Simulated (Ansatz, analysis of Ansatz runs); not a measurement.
**F+ centre in corundum: optical absorption band against experiment**

Subject: F+ centre in corundum. Wanted: its optical absorption band, in one set-up (r2SCAN, 120-site cell, r2SCAN lattice, 500 eV, k: the zone centre alone). The model is a cell of 120 host atoms with 1 O taken out. The excitation energy is a difference of total energies with one electron moved up within one spin channel. A meta-GGA costs about twice a GGA and mends lattice constants and part of the gap.

**The experiment.** Vertical absorption energy (lower of two bands): 4.8 eV, by optical absorption (radiation-induced, RIOA) at RT, neutron-irradiated crystal (quoted in “Detection of hidden oxygen interstitials in neutron-irradiated corundum crystals”, 2022, A. Lushchik et al., quoting earlier work (1977)).

Method: plane-wave PAW DFT, r2SCAN; relaxation of all atoms of a defect supercell, in Ansatz 0.2.0.

## 1. The structure

The cell holds 119 atoms: 48 Al and 71 O. Its edges and angles: a = 9.518 Å, b = 9.518 Å, c = 12.995 Å, α = 90.0°, β = 90.0°, γ = 120.0°. It derives from Al2O3 (space group R-3c). Nearest the centre at fractional (0.320, 0.487, 0.417): Al90 at 1.86 Å, Al35 at 1.86 Å, Al11 at 1.97 Å, Al8 at 1.97 Å, O26 at 2.53 Å, O22 at 2.53 Å, O49 at 2.62 Å, O21 at 2.62 Å. The cell carries charge +1.

The host's primitive cell comes from a first run (plane-wave PAW DFT, r2SCAN; relaxation of the host's cell and atoms): vectors of 5.130, 5.130 and 5.130 Å. That is 8.50 Å³ an atom, 0.1 % under the diffraction cell's volume. The supercell is built on it.

## 2. Relaxation, charge +1

Every later number rests on the structure around the defect, so the atoms are relaxed at the host's lattice first.

relax/input.yaml

```yaml
relax:
  f_tol: 0.02
  max_steps: 80
  escape_saddle: false
crystal:
  lattice:
    - [9.51785944, 0.0, 0.0]
    - [-4.75892972, 8.24270807, 0.0]
    - [0.0, 0.0, 12.99524584]
  atoms:
    - { symbol: Al, position: [0.0, 0.0, 0.351923682] }
    - { symbol: Al, position: [0.166666667, 0.333333333, 0.018590348] }
[... 3 atom lines left out ...]
    - { symbol: Al, position: [0.333333333, 0.166666667, 0.481409652] }
[... 1 atom line left out ...]
    - { symbol: Al, position: [0.166666667, 0.333333333, 0.314742985] }
[... 2 atom lines left out ...]
    - { symbol: Al, position: [0.166666667, 0.333333333, 0.518590348] }
    - { symbol: Al, position: [0.333333333, 0.166666667, 0.185257015] }
[... 2 atom lines left out ...]
    - { symbol: O, position: [0.486501733, 0.166666667, 0.583333333] }
    - { symbol: O, position: [0.0, 0.1531684, 0.25] }
[... 1 atom line left out ...]
    - { symbol: O, position: [0.333333333, 0.319835066, 0.583333333] }
[... 1 atom line left out ...]
    - { symbol: O, position: [0.180164934, 0.013498267, 0.583333333] }
    - { symbol: O, position: [0.3468316, 0.3468316, 0.25] }
    - { symbol: O, position: [0.013498267, 0.333333333, 0.416666667] }
[... 3 atom lines left out ...]
    - { symbol: O, position: [0.166666667, 0.180164934, 0.416666667] }
[... 3 atom lines left out ...]
    - { symbol: Al, position: [0.0, 0.5, 0.351923682] }
[... 1 atom line left out ...]
    - { symbol: Al, position: [0.333333333, 0.666666667, 0.685257015] }
[... 2 atom lines left out ...]
    - { symbol: Al, position: [0.333333333, 0.666666667, 0.481409652] }
    - { symbol: Al, position: [0.0, 0.5, 0.648076318] }
    - { symbol: Al, position: [0.166666667, 0.833333333, 0.314742985] }
[... 2 atom lines left out ...]
    - { symbol: Al, position: [0.166666667, 0.833333333, 0.518590348] }
    - { symbol: Al, position: [0.333333333, 0.666666667, 0.185257015] }
    - { symbol: O, position: [0.1531684, 0.5, 0.25] }
[... 1 atom line left out ...]
    - { symbol: O, position: [0.486501733, 0.666666667, 0.583333333] }
[... 2 atom lines left out ...]
    - { symbol: O, position: [0.333333333, 0.819835066, 0.583333333] }
[... 1 atom line left out ...]
    - { symbol: O, position: [0.180164934, 0.513498267, 0.583333333] }
    - { symbol: O, position: [0.3468316, 0.8468316, 0.25] }
[... 2 atom lines left out ...]
    - { symbol: O, position: [0.3468316, 0.5, 0.75] }
[... 1 atom line left out ...]
    - { symbol: O, position: [0.166666667, 0.680164934, 0.416666667] }
    - { symbol: O, position: [0.333333333, 0.513498267, 0.083333333] }
[... 3 atom lines left out ...]
    - { symbol: Al, position: [0.5, 0.0, 0.351923682] }
[... 4 atom lines left out ...]
    - { symbol: Al, position: [0.833333333, 0.166666667, 0.481409652] }
[... 1 atom line left out ...]
    - { symbol: Al, position: [0.666666667, 0.333333333, 0.314742985] }
[... 2 atom lines left out ...]
    - { symbol: Al, position: [0.666666667, 0.333333333, 0.518590348] }
[... 3 atom lines left out ...]
    - { symbol: O, position: [0.986501733, 0.166666667, 0.583333333] }
[... 5 atom lines left out ...]
    - { symbol: O, position: [0.8468316, 0.3468316, 0.25] }
    - { symbol: O, position: [0.513498267, 0.333333333, 0.416666667] }
[... 8 atom lines left out ...]
    - { symbol: Al, position: [0.5, 0.5, 0.351923682] }
[... 2 atom lines left out ...]
    - { symbol: Al, position: [0.5, 0.5, 0.148076318] }
[... 1 atom line left out ...]
    - { symbol: Al, position: [0.833333333, 0.666666667, 0.481409652] }
    - { symbol: Al, position: [0.5, 0.5, 0.648076318] }
    - { symbol: Al, position: [0.666666667, 0.833333333, 0.314742985] }
[... 2 atom lines left out ...]
    - { symbol: Al, position: [0.666666667, 0.833333333, 0.518590348] }
[... 1 atom line left out ...]
    - { symbol: O, position: [0.6531684, 0.5, 0.25] }
[... 2 atom lines left out ...]
    - { symbol: O, position: [0.5, 0.6531684, 0.25] }
[... 3 atom lines left out ...]
    - { symbol: O, position: [0.680164934, 0.513498267, 0.583333333] }
[... 1 atom line left out ...]
    - { symbol: O, position: [0.513498267, 0.833333333, 0.416666667] }
[... 3 atom lines left out ...]
    - { symbol: O, position: [0.666666667, 0.680164934, 0.416666667] }
[... 3 atom lines left out ...]
    - { symbol: O, position: [0.986501733, 0.819835066, 0.083333333] }
total_charge: 1
basis:
  ecutwfc: 500
  xc_grid: 2
hamiltonian:
  xc: r2scan
kpoints:
  mp_grid: { grid: [1, 1, 1] }
magnetization:
  spin_polarized: true
  initial_magnetization: 1
  spin_locking: { lock_magnetization: hard }
scf:
  occupations: { method: fermi_dirac, width: 0.01 }
  max_iter: 120
output:
  forces: true
checkpoint:
  write: "../relax.run"
  compress: false
  write_wavefunctions: true
  write_every: 100000
```

The run is started by

```sh
$ ansatz run input.yaml --threads 4 --pin off --max-ram 7536MiB --backend cpu --events-out ev --progress --plain --runs-dir out
```

Numbers of over 12 decimals in the logs are rounded to 6 here.

What it wrote:

```text
[... repeated set-up lines and file paths are left out, and long positions are rounded to six places ...]
Warning: This run holds its total moment fixed (magnetization.spin_locking.lock_magnetization: hard) and mixes its density by anderson or broyden (scf.mixing.algorithm, typed or taken by auto). [...]
Engine: ansatz 0.2.0, aarch64-unknown-linux-gnu
Pseudopotentials: kind: paw
Pseudopotential: Al, paw, valence charge 3, recommended cutoff 500 eV (meta_gga), Al.paw.azcp
Pseudopotential: O, paw, valence charge 6, recommended cutoff 500 eV (meta_gga), O.paw.azcp
Functional definition: r2SCAN
  parameter k0 = 0.174
  parameter k1 = 0.065
  parameter a1 = 4.9479
  exchange = r2scan_x(k0 = k0, k1 = k1, a1 = a1)
  correlation = r2scan_c
Crystal: 119 atoms, lattice volume = 1019.515 Å³
Basis set: ecut = 500 eV, 25925 PW (Γ), exchange–correlation on 144×144×192 points (8 copies of the dense FFT grid, shifted against one another)
Bands: 404, of which v1, the nominal top of the filled ones, is band 285 counted from 1 (284 counted from 0)
Symmetry: 2 space group operations
Space group: C2 (ITA 5), of the structure as read, at distance tolerance 1.0e-4 Å
Magnetic group: BNS 5.13 (UNI 20), of the structure as read, at distance tolerance 1.0e-4 Å
k-points: 1
Non-local potential: Al, projectors of the file, l = 0: 2, l = 1: 2, l = 2: 1
Non-local potential: O, projectors of the file, l = 0: 2, l = 1: 2, l = 2: 1
PAW form: soft (Blöchl's): semilocal exchange-correlation on the pseudo side does not see the compensation charge
PAW frozen core: Al, regenerated for the run's functional (the file was generated under x = pbe(κ = 0.804, μ = 0.219515), c = pbe(β = 0.066725))
PAW frozen core: O, regenerated for the run's functional (the file was generated under x = pbe(κ = 0.804, μ = 0.219515), c = pbe(β = 0.066725))
PAW one-centre angular grid: Al, 302 points (default); XC on 160 Gauss nodes
PAW one-centre angular grid: O, 302 points (default); XC on 160 Gauss nodes
Initial density: superposition of atomic densities (chi_scale 0.1, normalization cell, long waves kept (reshape's long-wave potential 0.24 eV rms))
Starting moments: Σ|m| = 1 μB on 119 of 119 sites
Initial wavefunctions: pseudopotential atomic-orbital guess
Functional: x = r2scan, c = r2scan; τ floored in thin density (d = 2e-4 eV/Å³)
SCF iter   1: F=—  HF=-66550.195589 eV  |F-HF|=—  |Δ(HF+E_count)|=         —  Δρ=6.56e-2 (↑6.49e-2 ↓6.56e-2)  dr2=1.69e2  dr2_τ=5.56e0  dr2_m=9.07e-2  M=1.000 μB ∫|m|=1.020 μB  β_m=1.20  ethr=3.10e-3  ⟨swp⟩=6.0  Hψ=3466  notcnv=0  defer=148
preconditioner: auto → Resta (q_TF=auto, 2.476 Å⁻¹)  ε∞=3.0  [insulator: Δε(μ)=3.701 eV  Ē_g=19.681 eV  σ=0.010 eV  W_gap=1.00  n_scr=250 (ndim 8)  ℏωp=27.7 eV  f_vac=0.000  D(μ)=0.00/eV (n_scr^D=0)  ε∞_Penn≈3.0]
spin=Collinear: Resta preconditioning applied to the charge; magnetization (m = ρ↑ − ρ↓) channel mixes plain (no charge-response kernel on spin).
SCF iter   2: F=—  HF=-66524.989961 eV  |F-HF|=—  |Δ(HF+E_count)|=    2.52e1  Δρ=3.35e-2 (↑3.35e-2 ↓3.34e-2)  dr2=4.67e1  dr2_τ=5.40e-1  dr2_m=1.40e-3  M=1.000 μB ∫|m|=1.078 μB  β_m=1.20  ethr=3.10e-3  ⟨swp⟩=3.0  Hψ=1522  notcnv=0  defer=226  κ⁻¹=1.0e0(r=1)
SCF iter   3: F=—  HF=-66523.535986 eV  |F-HF|=—  |Δ(HF+E_count)|=    1.45e0  Δρ=1.76e-2 (↑1.75e-2 ↓1.76e-2)  dr2=6.54e0  dr2_τ=1.48e-1  dr2_m=1.72e-3  M=1.000 μB ∫|m|=1.113 μB  β_m=1.20  ethr=3.10e-3  ⟨swp⟩=3.0  Hψ=1316  notcnv=0  defer=228  κ⁻¹=5.9e-2(r=2)
SCF iter   4: F=—  HF=-66523.633880 eV  |F-HF|=—  |Δ(HF+E_count)|=   9.79e-2  Δρ=1.13e-2 (↑1.13e-2 ↓1.13e-2)  dr2=2.14e0  dr2_τ=6.75e-2  dr2_m=5.75e-4  M=1.000 μB ∫|m|=1.108 μB  β_m=1.20  ethr=1.15e-3  ⟨swp⟩=2.0  Hψ=939  notcnv=0  defer=230  κ⁻¹=7.8e-3(r=3)
SCF iter   5: F=—  HF=-66523.590122 eV  |F-HF|=—  |Δ(HF+E_count)|=   4.38e-2  Δρ=1.11e-3 (↑1.11e-3 ↓1.10e-3)  dr2=1.76e-2  dr2_τ=1.24e-3  dr2_m=8.98e-4  M=1.000 μB ∫|m|=1.094 μB  β_m=1.20  ethr=3.77e-4  ⟨swp⟩=4.0  Hψ=1016  notcnv=0  defer=230  κ⁻¹=1.9e-4(r=4)
SCF iter   6: F=—  HF=-66523.595465 eV  |F-HF|=—  |Δ(HF+E_count)|=   5.34e-3  Δρ=7.82e-4 (↑7.81e-4 ↓7.82e-4)  dr2=7.80e-3  dr2_τ=5.61e-4  dr2_m=1.41e-5  M=1.000 μB ∫|m|=1.082 μB  β_m=1.20  ethr=3.10e-6  ⟨swp⟩=2.5  Hψ=1017  notcnv=0  defer=230  κ⁻¹=2.7e-5(r=5)
SCF iter   7: F=—  HF=-66523.598947 eV  |F-HF|=—  |Δ(HF+E_count)|=   3.48e-3  Δρ=2.81e-4 (↑2.77e-4 ↓2.81e-4)  dr2=1.08e-3  dr2_τ=5.59e-5  dr2_m=1.62e-5  M=1.000 μB ∫|m|=1.081 μB  β_m=1.20  ethr=1.37e-6  ⟨swp⟩=2.0  Hψ=1242  notcnv=0  defer=230  κ⁻¹=8.5e-6(r=6)
SCF iter   8: F=—  HF=-66523.599523 eV  |F-HF|=—  |Δ(HF+E_count)|=   5.76e-4  Δρ=5.72e-5 (↑5.72e-5 ↓5.32e-5)  dr2=1.04e-4  dr2_τ=1.77e-6  dr2_m=1.16e-6  M=1.000 μB ∫|m|=1.080 μB  β_m=1.20  ethr=1.90e-7  ⟨swp⟩=2.0  Hψ=1082  notcnv=0  defer=230  κ⁻¹=1.1e-6(r=7)
SCF iter   9: F=—  HF=-66523.599503 eV  |F-HF|=—  |Δ(HF+E_count)|=   1.97e-5  Δρ=3.73e-5 (↑3.73e-5 ↓3.72e-5)  dr2=3.75e-5  dr2_τ=9.55e-7  dr2_m=3.41e-7  M=1.000 μB ∫|m|=1.079 μB  β_m=1.20  ethr=1.83e-8  ⟨swp⟩=2.5  Hψ=1115  notcnv=0  defer=230  κ⁻¹=1.7e-7(r=8)
SCF iter  10: F=—  HF=-66523.599479 eV  |F-HF|=—  |Δ(HF+E_count)|=   2.42e-5  Δρ=1.69e-5 (↑1.69e-5 ↓1.64e-5)  dr2=7.64e-6  dr2_τ=2.33e-7  dr2_m=7.10e-8  M=1.000 μB ∫|m|=1.079 μB  β_m=1.20  ethr=1.76e-9  ⟨swp⟩=1.5  Hψ=2300  notcnv=0  κ⁻¹=1.1e-7(r=8)
SCF iter  11: F=-66523.599477 eV  HF=-66523.599477 eV  |F-HF|=6.00e-7  |Δ(HF+E_count)|=   1.85e-6  Δρ=5.19e-6 (↑4.46e-6 ↓5.19e-6)  dr2=5.14e-7  dr2_τ=1.76e-8  dr2_m=3.30e-8  M=1.000 μB ∫|m|=1.079 μB  ethr=1.34e-9  ⟨swp⟩=3.0  Hψ=1768  notcnv=0
SCF 1 converged in 11 iterations: F = -66523.599477 eV  dr2 = 5.14e-7
  greatest PAW one-centre occupation: 0.868 electrons in one spin orbital (limit 2), on the O atom at site 25 (counted from 0), in its partial waves of l = 0
relax step   1: F+E_penalty+E_count = -66523.59947669 eV  Δ(F+E_penalty+E_count) = +0.000e0 eV  max|allowed force component| = 2.118e0 eV/Å  Δτ_max = 0.0000 Å  (11 SCF iters, dr2 threshold 1.00e-5 eV, accepted)
[... the SCF cycles and remarks between the steps are left out from here to the last step ...]
relax step   2: F+E_penalty+E_count = -66524.33573355 eV  Δ(F+E_penalty+E_count) = -7.363e-1 eV  max|allowed force component| = 6.443e-1 eV/Å  Δτ_max = 0.0856 Å  (7 SCF iters, dr2 threshold 1.00e-4 eV, accepted)
relax step   3: F+E_penalty+E_count = -66524.47383646 eV  Δ(F+E_penalty+E_count) = -1.381e-1 eV  max|allowed force component| = 1.666e-1 eV/Å  Δτ_max = 0.0253 Å  (7 SCF iters, dr2 threshold 2.59e-5 eV, accepted)
relax step   4: F+E_penalty+E_count = -66524.49065075 eV  Δ(F+E_penalty+E_count) = -1.681e-2 eV  max|allowed force component| = 2.522e-2 eV/Å  Δτ_max = 0.0135 Å  (7 SCF iters, dr2 threshold 1.86e-6 eV, accepted)
SCF iter   1: F=—  HF=-66524.489320 eV  |F-HF|=—  |Δ(HF+E_count)|=         —  Δρ=7.54e-5 (↑7.46e-5 ↓7.54e-5)  dr2=2.14e-4  dr2_τ=5.34e-4  dr2_m=4.26e-7  M=1.000 μB ∫|m|=1.062 μB  β_m=1.20  ethr=3.08e-7  ⟨swp⟩=4.0  Hψ=1895  notcnv=0  defer=226
SCF iter   2: F=—  HF=-66524.489295 eV  |F-HF|=—  |Δ(HF+E_count)|=   2.54e-5  Δρ=5.65e-5 (↑5.64e-5 ↓5.65e-5)  dr2=1.22e-4  dr2_τ=8.00e-7  dr2_m=9.19e-9  M=1.000 μB ∫|m|=1.062 μB  β_m=1.20  ethr=3.76e-8  ⟨swp⟩=2.0  Hψ=1412  notcnv=0  defer=226  κ⁻¹=1.0e0(r=1)
SCF iter   3: F=—  HF=-66524.489268 eV  |F-HF|=—  |Δ(HF+E_count)|=   2.64e-5  Δρ=2.30e-5 (↑2.30e-5 ↓2.28e-5)  dr2=1.79e-5  dr2_τ=3.11e-7  dr2_m=2.05e-8  M=1.000 μB ∫|m|=1.062 μB  β_m=1.20  ethr=2.14e-8  ⟨swp⟩=2.0  Hψ=879  notcnv=0  defer=226  κ⁻¹=8.8e-2(r=2)
SCF iter   4: F=—  HF=-66524.491091 eV  |F-HF|=—  |Δ(HF+E_count)|=   1.82e-3  Δρ=1.05e-5 (↑1.04e-5 ↓1.05e-5)  dr2=2.10e-6  dr2_τ=4.33e-8  dr2_m=1.49e-9  M=1.000 μB ∫|m|=1.062 μB  β_m=1.20  ethr=3.14e-9  ⟨swp⟩=2.0  Hψ=1087  notcnv=0  defer=226  κ⁻¹=9.4e-4(r=3)
SCF iter   5: F=—  HF=-66524.491092 eV  |F-HF|=—  |Δ(HF+E_count)|=   4.14e-7  Δρ=4.43e-6 (↑4.43e-6 ↓4.40e-6)  dr2=3.88e-7  dr2_τ=8.56e-9  dr2_m=2.56e-9  M=1.000 μB ∫|m|=1.062 μB  β_m=1.20  ethr=3.69e-10  ⟨swp⟩=2.5  Hψ=1061  notcnv=0  defer=226  κ⁻¹=2.5e-4(r=4)
SCF iter   6: F=—  HF=-66524.491092 eV  |F-HF|=—  |Δ(HF+E_count)|=   7.77e-8  Δρ=1.74e-6 (↑1.70e-6 ↓1.74e-6)  dr2=6.54e-8  dr2_τ=1.47e-9  dr2_m=8.47e-10  M=1.000 μB ∫|m|=1.062 μB  β_m=1.20  ethr=1.76e-11  ⟨swp⟩=3.5  Hψ=1809  notcnv=0  κ⁻¹=1.0e-4(r=5)
SCF iter   7: F=-66524.491092 eV  HF=-66524.491092 eV  |F-HF|=4.73e-9  |Δ(HF+E_count)|=   1.96e-8  Δρ=5.63e-7 (↑5.60e-7 ↓5.63e-7)  dr2=6.02e-9  dr2_τ=2.22e-10  dr2_m=1.17e-10  M=1.000 μB ∫|m|=1.062 μB  ethr=1.15e-11  ⟨swp⟩=3.0  Hψ=1618  notcnv=0
SCF 5 converged in 7 iterations: F = -66524.491092 eV  dr2 = 6.02e-9
relax step   5: F+E_penalty+E_count = -66524.49109189 eV  Δ(F+E_penalty+E_count) = -4.411e-4 eV  max|allowed force component| = 3.125e-3 eV/Å  Δτ_max = 0.0025 Å  (7 SCF iters, accepted)
NSCF: frozen V_eff on 1 k-points
the band table was solved once a step of the walk had ended and its energy, with any forces and stress, was formed, with the checks that follow a solve (3801 applications of the Hamiltonian). They found nothing against the state; [...]
iter 1 solved again at ethr=1.06e-12 eV; its pass at ethr=3.10e-3 eV (dr2=6.02e-9 eV) is discarded
SCF iter   1: F=—  HF=-66524.491092 eV  |F-HF|=—  |Δ(HF+E_count)|=         —  Δρ=5.63e-7 (↑5.59e-7 ↓5.63e-7)  dr2=5.97e-9  dr2_τ=2.22e-10  dr2_m=1.16e-10  M=1.000 μB ∫|m|=1.062 μB  β_m=1.20  ethr=1.06e-12  ⟨swp⟩=2.0  Hψ=2788  notcnv=0
SCF iter   2: F=-66524.491092 eV  HF=-66524.491092 eV  |F-HF|=2.79e-9  |Δ(HF+E_count)|=   2.52e-9  Δρ=4.11e-7 (↑4.11e-7 ↓4.10e-7)  dr2=3.53e-9  dr2_τ=1.07e-10  dr2_m=4.33e-12  M=1.000 μB ∫|m|=1.062 μB  ethr=1.05e-12  ⟨swp⟩=2.0  Hψ=1371  notcnv=0
SCF 6 converged in 2 iterations: F = -66524.491092 eV  dr2 = 3.53e-9
NSCF: frozen V_eff on 1 k-points
the band table was solved once a step of the walk had ended and its energy, with any forces and stress, was formed, with the checks that follow a solve (2472 applications of the Hamiltonian). They found nothing against the state; [...]
SCF converged after 2 iterations
Stability not checked: this state was not tested for a lower state beside it, because the mixer in use, unlike msr1, does not test its closes by its own steps (another_mixer; see scf.mixing.algorithm and scf.lower_state_search)
Magnetization: 1.0000 μB (285.0000 up, 284.0000 down)
Absolute magnetization: 1.0679 μB (∫|ρ↑−ρ↓|, with the PAW one-centre terms)
Spin contamination: 0.0021 ħ² per cell (⟨S²⟩ above its minimum at these occupations)
Per-site moments (μB) at R_I (Å): [(0.00115878, 0.761711), (6.872534607565272e-6, 0.765217), (0.00058629, 0.762885), [... 116 left out ...]
Free energy (F): -66524.491092 eV
Harris-Foulkes:  -66524.491092 eV  (|F-HF|=2.79e-9)
Internal energy: -66524.491092 eV  (E = F + TS)
E sigma→0 (E₀):  -66524.491092 eV
Fermi energy:    10.676734 (↑ 12.131594, ↓ 9.461816) eV
--- Per-component energies (eV) ---
  E_band       = 370.742033
  E_kinetic    = 14118.951221
  E_local      = -23978.142010  (includes V_loc(G=0)·N_el)
  E_nonlocal   = 3770.931469
  E_hartree    = 8988.014297
  E_xc         = -7131.318069
  E_vxc        = -9224.814467  (∫ρ·V_xc dr)
  E_paw        = -34118.294919  (= ΣΔE_a)
  E_vpaw       = -2851.322908  (= ΣTr[D̂ρ^β])
  E_aug_tail   = 0.073198  (compensation charges beyond the density's cutoff)
  E_vtau       = 559.037172  (kinetic-family band-sum trace: ∫τ·v_τ [+ j·A + Jᵃ·Aᵃ] dr)
  E_ewald      = -28169.553288
  E_core_change = -5.152991  (= ΣΔE_core)
  E_smearing   = -0.000000  (= −TS)
  E_closure    = -0.000000  (closes the sum)
  E_deformation_potential = 18.628613  (in the stress; not in F)
  Σ components = -66524.491092   (vs F -66524.491092, Δ=0.00e0)
--- Forces (eV/Å), atoms counted from 1 ---
  atom   1  Al     0.00052139     0.00062983     0.00036544
  atom   2  Al    -0.00039925     0.00024713    -0.00042173
  [... 5 atoms left out ...]
  atom   8  Al     0.00071400     0.00011209     0.00311909
  [... 2 atoms left out ...]
  atom  11  Al    -0.00025993     0.00067439    -0.00311909
  [... 6 atoms left out ...]
  atom  18  O     -0.00049518     0.00061395     0.00006802
  [... 2 atoms left out ...]
  atom  21  O      0.00083750    -0.00014994    -0.00064271
  atom  22  O     -0.00057207    -0.00098638    -0.00094227
  [... 3 atoms left out ...]
  atom  26  O     -0.00056820    -0.00098862     0.00094227
  [... 8 atoms left out ...]
  atom  35  Al    -0.00242287     0.00075473     0.00194703
  [... 8 atoms left out ...]
  atom  44  O      0.00046377     0.00087759    -0.00033821
  [... 4 atoms left out ...]
  atom  49  O     -0.00054860     0.00065033     0.00064271
  [... 40 atoms left out ...]
  atom  90  Al     0.00186505    -0.00172090    -0.00194703
  [... 29 atoms left out ...]
  max |Σ_I F_I| component: 1.80e-3 eV/Å
--- Band table (eV) ---
  k-point 0 ↑: bands = ["-12.8993", "-12.4602", "-12.4101", "-11.9716", [... 396 left out ...] "21.4845", "21.5144", "21.5698", "21.6067"]
  k-point 0 ↓: bands = ["-12.8925", "-12.4543", "-12.4041", "-11.9590", [... 396 left out ...] "21.4974", "21.5165", "21.5787", "21.6287"]
--- Relaxed structure (5 steps of the walk, 5 accepted, 0 SCFs on fresh bases) ---
  F+E_penalty+E_count = -66524.49109189 eV   max|allowed force component| = 3.125e-3 eV/Å
  atoms:
    - { symbol: Al, position: [-0.000703, -0.001622, 0.351559] }
    - { symbol: Al, position: [0.166349, 0.332919, 0.018330] }
    [... 5 atoms left out ...]
    - { symbol: Al, position: [0.159510, 0.325011, 0.309670] }
    [... 2 atoms left out ...]
    - { symbol: Al, position: [0.158344, 0.326176, 0.523663] }
    [... 6 atoms left out ...]
    - { symbol: O, position: [0.333270, 0.323666, 0.580622] }
    [... 2 atoms left out ...]
    - { symbol: O, position: [0.346856, 0.348311, 0.251944] }
    - { symbol: O, position: [0.021052, 0.336838, 0.417160] }
    [... 3 atoms left out ...]
    - { symbol: O, position: [0.170172, 0.187718, 0.416173] }
    [... 8 atoms left out ...]
    - { symbol: Al, position: [0.334631, 0.677298, 0.486687] }
    [... 8 atoms left out ...]
    - { symbol: O, position: [0.484989, 0.666165, 0.581540] }
    [... 4 atoms left out ...]
    - { symbol: O, position: [0.181645, 0.513523, 0.581389] }
    [... 40 atoms left out ...]
    - { symbol: Al, position: [0.510632, 0.501297, 0.346646] }
    [... 29 atoms left out ...]
```

Elapsed: 3.1 min, on 4 threads of Arm Neoverse V2, shared host; peak memory 3.4 GiB.

Relaxation path:

| step | energy less that of the first step (eV) | largest force component (eV/Å) |
| --- | --- | --- |
| 1 | 0.0000 | 2.1185 |
| 2 | -0.7363 | 0.6443 |
| 3 | -0.8744 | 0.1666 |
| 4 | -0.8912 | 0.0252 |
| 5 | -0.8916 | 0.0031 |

Forces are held to the 2 operations that the run works with; a distortion that breaks them can't arise in this run.

The atoms that moved most (Å):

| atom | dx | dy | dz | length |
| --- | --- | --- | --- | --- |
| Al35 | -0.038 | 0.088 | 0.069 | 0.118 |
| Al90 | 0.095 | 0.011 | -0.069 | 0.118 |
| Al8 | -0.029 | -0.069 | -0.066 | 0.099 |
| Al11 | -0.045 | -0.059 | 0.066 | 0.099 |
| O22 | 0.055 | 0.029 | 0.006 | 0.063 |
| O26 | -0.003 | 0.062 | -0.006 | 0.063 |
| O42 | 0.037 | -0.001 | 0.035 | 0.051 |
| O18 | -0.019 | 0.032 | -0.035 | 0.051 |

The atoms nearest to the centre after the run:

| atom | distance (Å) |
| --- | --- |
| Al90 | 1.972 |
| Al35 | 1.972 |
| Al11 | 2.069 |
| Al8 | 2.069 |
| O26 | 2.463 |
| O22 | 2.463 |
| O49 | 2.592 |
| O21 | 2.592 |

This step gave:

- free energy: -66524.4911 eV
- total moment: 1 μB
- integral of the absolute spin density: 1.068 μB
- spin contamination: 0.002070

(Continued in part 2 of 2.)

[Logs are printed without paths, hosts, clocks, repeated set-up lines and the standing remarks that a program may print on its own settings, such as how far it seeks lower states.]

[Hosts, paths, dates, database ids (printed as entryN), source tags and the programs' standing remarks are cut or masked in the printed files.]

[For some hosts the program warned that the k-mesh of the response run may be too coarse for force constants and the static dielectric constant; such warnings are not shown here.]
